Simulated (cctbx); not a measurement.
# Resonant diffraction in CeSm3S6

Space group P2_1/m (no. 11), a = 11.3370 Å, b = 3.9430 Å, c = 11.3860 Å, α = 90.00°, β = 109.97°, γ = 90.00°.

```csv
atom,mult.,x,y,z,Ueq (Å²)
Sm1,2,0.4142,3/4,0.3358,0.0192
Sm2,2,0.6686,3/4,0.0586,0.0198
Sm3,2,0.9964,3/4,0.8164,0.0203
Ce1,2,0.8062,3/4,0.4496,0.0182
S1,2,0.0344,3/4,0.3757,0.0231
S2,2,0.2331,3/4,0.7700,0.0191
S3,2,0.4039,3/4,0.5869,0.0402
S4,2,0.4391,3/4,0.0990,0.0353
S5,2,0.7455,3/4,0.6901,0.0244
S6,2,0.8881,3/4,0.0186,0.0188
```

The model was made for the exercise: a known structure type with other elements put in, its volume estimated, not relaxed; displacement parameters are assumed.

Calculated with cctbx: free-atom f′ and f″ from the Sasaki tables, no fine structure; amplitudes in electrons.

| E (eV) | F 2 0 0 | F 0 0 1 | F 0 1 2 | F 0 1 1 |
| --- | --- | --- | --- | --- |
| 5123 | 33.9 | 2.3 | 98.7 | 28.7 |
| 5473 | 35.9 | 1.4 | 95.2 | 27.1 |
| 5603 | 37.9 | 3.8 | 92.7 | 25.9 |
| 5663 | 40.0 | 6.5 | 90.7 | 24.9 |
| 5693 | 42.2 | 9.3 | 88.8 | 23.9 |
| 5708 | 44.4 | 12.1 | 87.0 | 23.0 |
| 5715 | 46.4 | 14.6 | 85.5 | 22.1 |
| 5719 | 48.5 | 17.3 | 83.9 | 21.3 |
| 5727 | 50.1 | 22.8 | 84.2 | 21.8 |
| 5731 | 47.4 | 19.9 | 86.2 | 22.8 |
| 5738 | 45.0 | 17.7 | 87.9 | 23.7 |
| 5753 | 42.4 | 15.5 | 89.7 | 24.7 |
| 5783 | 40.0 | 13.8 | 91.3 | 25.5 |
| 5873 | 36.5 | 12.1 | 93.0 | 26.5 |
| 6123 | 34.8 | 10.9 | 91.4 | 25.9 |

**Question.** Which edge is crossed, and why do the reflections move as they do?

The L3 edge of Ce. The edge is at 5723 eV. f′ of Ce falls from -11.8 e at 5603 eV to -19.2 e at 4 eV below it, and f″ steps from 3.52 to 10.71 e across it. Over that approach |F| changes by +28 % (2 0 0), +355 % (0 0 1), -9 % (0 1 2) and -18 % (0 1 1): a reflection falls where Ce scatters in phase with the total and rises where it scatters against it; it hardly moves where the Ce term is small or cancels by symmetry. Above the edge the larger f″ enters the imaginary part, where it can add to or cancel the other atoms' f″. The structure is centrosymmetric, so Friedel mates stay equal.

[Logs are printed without paths, hosts, clocks, repeated set-up lines and the standing remarks that a program may print on its own settings, such as how far it seeks lower states.]
